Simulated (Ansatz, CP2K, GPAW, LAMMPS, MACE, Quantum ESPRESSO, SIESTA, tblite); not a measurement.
## tblite on amorphous Ge (61 atoms): settings against a plane-wave reference

How near does tblite come to plane waves for amorphous Ge (61 atoms)?

Program: tblite 0.8.0. Level of theory: the method is named at each step. Results are calculated unless marked as measured.

## Step 1: Set-up

The cell holds 61 atoms: 61 Ge. Cell: a = 11.512 Å, b = 11.512 Å, c = 11.512 Å, α = 90.0°, β = 90.0°, γ = 90.0°. 61 atoms (61 Ge) placed at random at 4.82 g/cm³, melted at 3500 K for 10 ps at fixed volume with the Tersoff potential (Tersoff, Phys. Rev. B 39, 5566 (1989)). Quenched from 3500 K to 100 K at 5 K/ps and fixed volume, held 5 ps, then minimised at fixed cell.

The yardstick, on the same geometry:

* method: Kohn-Sham DFT, PBE, PAW, plane waves (Ansatz 0.2.0); cutoff 420 eV, Γ point, fermi-dirac smearing of 0.05 eV; PAW set soft_2
* r.m.s. force component: 0.2389 eV/Å
* longest force: 1.21 eV/Å
* pressure: 0.5764 GPa
* SCF cycles: 10
* time: 16 s on 8 threads of Arm Neoverse V1, shared host
* CPU time: 2 min

## Step 2: GFN1-xTB

Method: GFN1-xTB tight binding, diagonalisation.

The input, run.py:

```python
import numpy as np
from ase.io import read
from tblite.ase import TBLite

atoms = read("structure.xyz")
atoms.calc = TBLite(method="GFN1-xTB", electronic_temperature=580, accuracy=1.0, max_iterations=250, mixer_damping=0.1, verbosity=1)
energy = atoms.get_potential_energy()
forces = atoms.get_forces()
print(f"energy {energy:.6f} eV")
print("forces (eV/A)")
for i, (a, f) in enumerate(zip(atoms, forces)):
    print(f"{i:4d} {a.symbol:2s} {f[0]:10.5f} {f[1]:10.5f} {f[2]:10.5f}")
stress = -atoms.get_stress(voigt=False) * 160.21766
print("stress (GPa, compression positive)")
for row in stress:
    print(" ".join(f"{x:10.4f}" for x in row))
print("charges (e)")
print(np.array2string(atoms.get_charges(), precision=4, suppress_small=True, max_line_width=110, threshold=100000))
```

The input, structure.xyz:

```xyz
61
Lattice="11.51210 0.00000 0.00000 0.00000 11.51210 0.00000 0.00000 0.00000 11.51210" Properties=species:S:1:pos:R:3 pbc="T T T"
Ge 7.06555 3.19656 0.66321
Ge 2.39498 10.98864 2.68980
Ge 11.49886 11.20024 3.21095
Ge 7.24445 3.10573 8.38346
Ge 2.22034 11.13220 6.70119
Ge 4.66919 5.60731 3.00995
Ge 10.37850 1.98215 6.52345
Ge 6.66251 2.58032 4.46934
Ge 10.27800 8.03073 7.61583
Ge 8.83070 4.96528 8.93512
Ge 7.64887 1.72025 10.32336
Ge 11.48516 2.12732 8.73596
Ge 3.71461 1.36925 10.53242
Ge 4.53427 7.91871 5.80026
Ge 3.22339 3.55563 2.37161
Ge 5.64139 9.97823 4.88447
Ge 1.60179 6.16035 10.11349
Ge 6.65434 5.03873 4.30034
Ge 5.06763 7.68421 1.67973
Ge 11.23489 4.45887 9.58267
Ge 11.37188 11.29314 5.67098
Ge 4.76601 9.15857 9.48804
Ge 7.88326 1.71668 6.43883
Ge 4.57583 3.46894 0.19260
Ge 11.37465 2.02659 0.73643
Ge 8.98301 8.33557 3.47435
Ge 10.07585 0.91153 10.48683
Ge 5.15558 4.50181 7.99181
Ge 2.71582 6.72583 4.22966
Ge 10.84267 4.41880 5.92228
Ge 9.57680 9.53490 5.76434
Ge 7.06371 9.98065 8.71397
Ge 8.91048 8.66470 9.65370
Ge 1.16422 5.26287 2.40718
Ge 10.16703 1.87544 2.82507
Ge 2.39452 1.61089 8.29562
Ge 3.29430 3.46123 6.74839
Ge 8.61577 5.12404 0.84246
Ge 5.44568 7.19495 10.82137
Ge 7.72692 1.63345 2.42560
Ge 10.99152 4.41719 0.49709
Ge 6.70580 9.22511 2.76141
Ge 4.16888 2.42479 4.58124
Ge 9.04034 6.04236 6.79720
Ge 3.09146 8.92867 7.59407
Ge 1.64082 5.38271 6.24865
Ge 7.27737 11.00568 1.16353
Ge 0.95136 7.40804 0.93018
Ge 8.67471 5.85574 3.18436
Ge 10.61208 4.31013 3.56910
Ge 3.67524 0.02187 4.70511
Ge 7.85793 6.62567 10.53219
Ge 2.76797 8.51803 2.21988
Ge 7.46583 10.75057 6.43158
Ge 9.40274 10.22873 11.50289
Ge 4.07344 5.31790 10.13284
[... 1 atom lines left out ...]
Ge 10.66999 9.19540 1.83825
Ge 2.27375 1.45006 1.11679
Ge 5.82685 11.43992 10.56753
Ge 1.24170 7.27576 7.92481
```

Run with:

```console
OMP_NUM_THREADS=1 python run.py > output.txt
```

The log of the run:

```text
------------------------------------------------------------
  cycle        total energy    energy error   density error
------------------------------------------------------------
      1     -98.21686029171  -9.8103882E+01   3.6780579E-01
      2     -102.3156991116  -4.0988388E+00   2.3631193E-01
      3     -103.0108402568  -6.9514115E-01   1.9275072E-01
      4     -102.6610368611   3.4980340E-01   1.6239644E-01
      5     -102.9204969319  -2.5946007E-01   3.6271696E-02
      6     -103.0542591580  -1.3376223E-01   1.1620725E-02
      7     -103.0558696206  -1.6104626E-03   6.8919412E-03
      8     -103.0557516034   1.1801722E-04   5.0189319E-03
      9     -103.0558363127  -8.4709278E-05   1.7227507E-03
     10     -103.0560769281  -2.4061544E-04   4.4223787E-04
     11     -103.0560815463  -4.6182006E-06   3.4354735E-04
     12     -103.0560806517   8.9456411E-07   2.5695436E-04
     13     -103.0560812326  -5.8083589E-07   9.5038472E-05
     14     -103.0560819475  -7.1493422E-07   3.2354206E-05
     15     -103.0560819639  -1.6438662E-08   2.5961375E-05
     16     -103.0560819562   7.7450579E-09   1.8968033E-05
------------------------------------------------------------
 total:                                   5.394 sec
energy -2804.298828 eV
forces (eV/A)
   0 Ge   -0.05824    0.22077   -0.08893
   1 Ge   -0.17501   -0.07654   -0.22456
   2 Ge   -0.04387   -0.16978    0.17944
   3 Ge   -0.03663   -0.00350   -0.05007
   4 Ge   -0.08693   -0.06480    0.10929
   5 Ge   -0.44109    0.27991    0.09279
   6 Ge    0.24376    0.21006    0.24225
   7 Ge   -0.02131    0.03032   -0.07741
   8 Ge    0.13740   -0.13835    0.00901
   9 Ge    0.01564   -0.15007   -0.24087
  10 Ge   -0.10733    0.03729   -0.20621
  11 Ge   -0.07934   -0.25659   -0.01186
  12 Ge   -0.15557    0.04075    0.11422
  13 Ge   -0.07656    0.11108    0.00648
  14 Ge    0.35139    0.28747   -0.15557
  15 Ge   -0.04062   -0.22989   -0.08902
  16 Ge   -0.05784   -0.03332   -0.19843
  17 Ge    0.06460   -0.00717    0.14851
  18 Ge   -0.19004   -0.05605    0.22895
  19 Ge    0.06741   -0.11084   -0.20327
  20 Ge    0.10871   -0.01266   -0.10223
  21 Ge    0.48805    0.27262   -0.50351
  22 Ge    0.04188   -0.00327    0.02016
  23 Ge    0.00848   -0.24294   -0.00039
[...]
53 Ge    0.01009    0.16626   -0.09741
  54 Ge    0.12304    0.14321    0.14915
  55 Ge   -0.17629   -0.08535   -0.19598
  56 Ge    0.10878    0.27315   -0.06368
  57 Ge    0.14314    0.30036    0.11549
  58 Ge   -0.16216   -0.30451   -0.20209
  59 Ge    0.32391   -0.08376    0.06322
  60 Ge   -0.07167    0.17754    0.09888
stress (GPa, compression positive)
   -1.0697     1.1773    -0.2356
    1.1773     0.9286    -0.6123
   -0.2356    -0.6123     2.8846
charges (e)
[-0.0435 -0.0694  0.0256 -0.0352  0.0004 -0.049  -0.0005 -0.0037  0.0155 -0.01    0.0012 -0.0051 -0.0083
  0.0122  0.027  -0.0018  0.0673 -0.0537 -0.0297 -0.038   0.0124  0.0131 -0.0134  0.0387 -0.0565  0.0272
 -0.0268 -0.0095  0.0105 -0.0049  0.013  -0.015   0.0053  0.0247  0.0167  0.0271  0.0017  0.0075  0.0095
 -0.0231  0.026  -0.0114  0.0074 -0.0182 -0.003   0.0303  0.0344  0.0338 -0.0378 -0.0066 -0.0385 -0.0377
  0.0415  0.0057  0.0197 -0.0048  0.0143 -0.0227  0.0805  0.0317 -0.0039]
```

It took 6 s on 1 thread of Arm Neoverse V1, shared host; peak memory 0.13 GiB.

Banners, paths, timers and routine set-up lines are dropped from the logs unmarked, and long logs keep their key lines alone; longer cuts are marked.

Against the reference:

```
r.m.s. force component                  : 0.1948 eV/Å
r.m.s. difference of force components   : 121.8 meV/Å
longest difference of force vectors     : 426.5 meV/Å
force difference over r.m.s. force      : 50.97 %
slope of forces against the reference's : 0.7024
correlation of force components         : 0.8616
pressure                                : 0.9145 GPa
pressure difference                     : 0.3381 GPa
```

A closer look about Ge59, whose charge lies farthest from its element's mean: 12 atoms, nearest first, numbered in the order of the input, with positions taken from that point.

| atom | x | y | z | distance (Å) | bonds | Mulliken charge (e) | Fx | Fy | Fz (eV/Å) |
| --- | --- | --- | --- | --- | --- | --- | --- | --- | --- |
| Ge59 | 0.00 | 0.00 | 0.00 | 0.00 | 4 | 0.08 | -0.162 | -0.305 | -0.202 |
| Ge25 | -2.41 | 0.58 | -0.38 | 2.51 | 4 | -0.06 | -0.197 | -0.406 | 0.218 |
| Ge2 | 0.12 | -1.97 | 1.57 | 2.53 | 4 | -0.07 | -0.175 | -0.077 | -0.225 |
| Ge13 | 1.44 | -0.08 | -2.10 | 2.55 | 4 | -0.01 | -0.156 | 0.041 | 0.114 |
| Ge15 | 0.95 | 2.11 | 1.25 | 2.63 | 5 | 0.03 | 0.351 | 0.287 | -0.156 |
| Ge24 | 2.30 | 2.02 | -0.92 | 3.20 | 4 | 0.04 | 0.008 | -0.243 | 0.000 |
| Ge3 | -2.29 | -1.76 | 2.09 | 3.57 | 4 | 0.03 | -0.044 | -0.170 | 0.179 |
| Ge35 | -3.62 | 0.43 | 1.71 | 4.02 | 4 | 0.02 | 0.011 | 0.146 | -0.219 |
| Ge43 | 1.90 | 0.97 | 3.46 | 4.07 | 4 | 0.01 | -0.014 | -0.080 | -0.019 |
| Ge51 | 1.40 | -1.43 | 3.59 | 4.11 | 4 | -0.04 | -0.086 | 0.135 | 0.001 |
| Ge41 | -2.79 | 2.97 | -0.62 | 4.12 | 4 | 0.03 | 0.286 | -0.022 | 0.263 |
| Ge34 | -1.11 | 3.81 | 1.29 | 4.18 | 5 | 0.02 | -0.592 | -0.300 | -0.661 |

Atoms are counted from 1 here, from 0 in the log.

Forces lie 51 % from the reference's, at 0.049 times its CPU time (on 1 against 8 cores).

## Step 3: Results

| Quantity | Value |
| --- | --- |
| force difference from the reference | tblite GFN1-xTB, 51 % |
| its CPU time | 6 s |

Tight binding differs by 51 % (tblite GFN1-xTB); it is another model, with fitted parameters of its own, and the xTB methods hold dispersion. One electronic-structure run takes under half the reference's CPU time: tblite GFN1-xTB, at 51 % in 6 s against 2 min. Periodic xTB results under one method name differ between programs and library versions. The quench rate of 5 K/ps is many orders above laboratory rates, so the cell is likely richer in defects and strain than a real sample. The network of bonds at the start is that of the classical potential that made the cell, and needn't be the one that DFT or experiment would give. The reference's stress is far from hydrostatic: its diagonal is -1.7, 0.4, 3.0 GPa, compression counted positive. The electronic-structure runs sample only Γ, in a cell whose shortest periodic width is 12 Å, which is coarse for a cell with partly filled levels.

[Also dropped from logs without a mark: logging warnings of Python, and SIESTA's first energy breakdown and zero terms.]

[Logs are printed without paths, hosts, clocks, repeated set-up lines and the standing remarks that a program may print on its own settings, such as how far it seeks lower states.]

[Hosts, paths, dates, database ids (printed as entryN), source tags and the programs' standing remarks are cut or masked in the printed files.]
